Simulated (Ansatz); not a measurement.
# A vacancy of P at several sites of glassy 61P2O5-28SrO-11Al2O3 (mol %) (97 atoms): runs compared

Aim: make a vacancy of P at several sites of glassy 61P2O5-28SrO-11Al2O3 (mol %) (97 atoms), relax each, and compare their energies.

Computed with Ansatz 0.2.0: Kohn-Sham DFT, PBE, PAW (set soft_2), plane waves.

**1. The cell as built**

The cell holds 97 atoms: 22 P, 5 Sr, 4 Al and 66 O. Its edges and angles: a = 11.092 Å, b = 11.092 Å, c = 11.092 Å, α = 90.0°, β = 90.0°, γ = 90.0°. 97 atoms (22 P, 5 Sr, 4 Al, 66 O) placed at random at 2.77 g/cm³, melted at 4000 K for 10 ps at fixed volume with the Morse and Coulomb pair potential with partial charges (Pedone, Malavasi, Menziani, Cormack and Segre, J. Phys. Chem. B 110, 11780 (2006)). Quenched from 4000 K to 300 K at 500 K/ps and fixed volume, held 10 ps at zero pressure.

What the set-up can't give: The quench rate of 500 K/ps is orders of magnitude faster than experiment, which tends to freeze in extra defects. The network of bonds at the start is that of the classical potential that made the cell, and needn't be the one that DFT or experiment would give. Sampling is at Γ alone, for a cell whose shortest periodic width is 11 Å.

**2. The reference run**

The reference is a single point at the end of the relaxation.

Every defect cell starts from the geometry of this run and is relaxed in the fixed cell.

Its input, with most atom lines left out:

```yaml
crystal:
  lattice:
    - [11.09234, 0.0, 0.0]
    - [0.0, 11.09234, 0.0]
    - [0.0, 0.0, 11.09234]
  atoms:
    - { symbol: P, position: [0.4412, 0.5524, 0.58717] }
    - { symbol: P, position: [0.22384, 0.95845, 0.42418] }
    - { symbol: P, position: [0.45871, 0.79955, 0.96942] }
    - { symbol: P, position: [0.09768, 0.64062, 0.71962] }
    - { symbol: P, position: [0.92296, 0.30033, 0.79417] }
    - { symbol: P, position: [0.67078, 0.45546, 0.52167] }
    - { symbol: P, position: [0.33102, 0.36111, 0.01525] }
    [... atom lines 8 to 97 left out ...]
kpoints:
  mp_grid: { grid: [1, 1, 1] }
hamiltonian:
  xc: pbe
scf:
  occupations: { method: fermi_dirac, width: 0.025 }
output:
  forces: true
  stress: true
  populations: true
  dos:
    method: { smearing: { sigma: 0.15 } }
    de: 0.1
    projected: { site_lists: { Al: [Al], O: [O], P: [P], Sr: [Sr] } }
  eigenvalues: true
  write_density: true
  write_potential: true
  volumetric_format: npy
```

| Quantity | Value |
| --- | --- |
| free energy per atom | -762.9371 eV/atom |
| r.m.s. force component | 0.01263 eV/Å |
| pressure | 1.313 GPa |

Filled and empty levels are parted by 3.50 eV (at Γ alone); a semilocal functional tends to put such gaps too low. In a disordered cell it changes from sample to sample, and tail or defect levels can set it.

**3. The runs**

Each row is one run, on 4 threads of Intel Xeon Platinum 8488C (Sapphire Rapids), shared host. The free energy is the program's total, comparable only between runs with the same functional, potentials and atoms.

```tsv
run	atoms	outcome	ionic steps, all passes	free energy (eV)	time	host memory (GiB)
Single point at the start	97	converged	-	-73988.273	12 s	1.8
Relaxation	97	converged	31	-74004.901	4.3 min	1.8
Single point at the relaxed geometry	97	converged	-	-74004.901	17 s	1.8
Vacancy of P, site P2	96	cut at the time limit	31	-73241.800	16 min	3.5
Vacancy of P, site P4	96	cut at the time limit	31	-73235.715	11 min	3.0
Vacancy of P, site P14	96	converged	16	-73236.919	6.5 min	2.9
Vacancy of P, site P22	96	cut at the time limit	8	-73237.570	4.3 min	2.9
```

In some runs the program notes that the exchange-correlation potential is rough where the density is thin.

The surroundings of site P2, the cheapest one, where its relaxation stopped: 10 atoms, nearest first, with positions taken from that point. Atoms keep their numbers of the cell before the removal, where the removed atom was number 2.

```tsv
atom	x	y	z	distance (Å)	bonds
O90	-0.09	1.57	0.09	1.58	1
O44	-0.15	-1.09	1.23	1.65	2
O88	-0.08	-1.22	-1.64	2.04	2
O57	-0.59	1.62	1.22	2.11	2
P17	1.33	-1.20	1.41	2.28	4
O45	2.21	-0.29	0.57	2.30	2
O63	-2.28	-0.45	-0.58	2.40	3
Sr26	1.87	0.13	-1.89	2.67	5
P12	-1.52	-1.60	-1.54	2.69	4
Sr24	-2.26	-0.46	2.18	3.17	7
```

The column of bonds counts only the pairs O-O within 1.49 Å, O-P within 2.11 Å, O-Sr within 3.05 Å, O-Al within 2.19 Å; other neighbours, such as metal atoms beside each other in a compound, aren't counted, and periodic images can show an atom twice.

**4. The sites compared**

All these cells hold the same atoms, so their energies can be compared with no chemical potential.

```tsv
site	neighbours	mean distance (Å)	atoms within 6 Å	energy over the best site (eV)	before relaxation (eV)	gain on relaxing (eV)	moment (μB)
P2 *	O4	1.56	62	0.00	1.22	7.54	-
P22 *	O4	1.55	64	4.23	0.00	2.08	-
P14	O4	1.58	63	4.88	0.41	1.84	5.0
P4 *	O4	1.58	67	6.09	1.43	1.66	-
```

* The relaxation didn't finish, so this cell's energy would fall further, and differences against it can move either way. Neighbours are those of the relaxed host within 2.11 Å (O-P); other pairs aren't counted.

**5. What came out**

The cheapest site is P2 (4 neighbours, O4, relaxation unfinished); the dearest, P4 (4 neighbours, O4, relaxation unfinished), costs 6.1 eV more. Over 4 sites the energy shows no clear trend with the mean distance to neighbours. The chemistry differs between sites, which can decide the order more than coordination does: at P2 an O–O bond under 1.6 Å formed; at P22 O moved to within 1.0 Å of the empty place; at P4 O moved to within 1.0 Å of the empty place. At P2 (largest move 2.2 Å) other atoms changed place, so the end state is more than the plain defect. Relaxation changes the order: the best site before relaxing was P22.

**Limits.** Defects are neutral and interact with their images. The reference ran with fermi-dirac smearing of 0.025 eV, but 4 of the 4 defect cells with fermi-dirac smearing of 0.025 eV, spin polarised. In a disordered cell the relaxation can also rearrange atoms far from the site. In the spin-polarised runs the search for a state of lower energy was switched off. Only 4 of the 22 P sites were tried; unless symmetry makes the others alike to these, a cheaper one may exist. A local or semilocal functional tends to spread out the unpaired spin of such defects.

The DFT runs together took 43 min of wall time.

[Logs are printed without paths, hosts, clocks, repeated set-up lines and the standing remarks that a program may print on its own settings, such as how far it seeks lower states.]

[Hosts, paths, dates, database ids (printed as entryN), source tags and the programs' standing remarks are cut or masked in the printed files.]
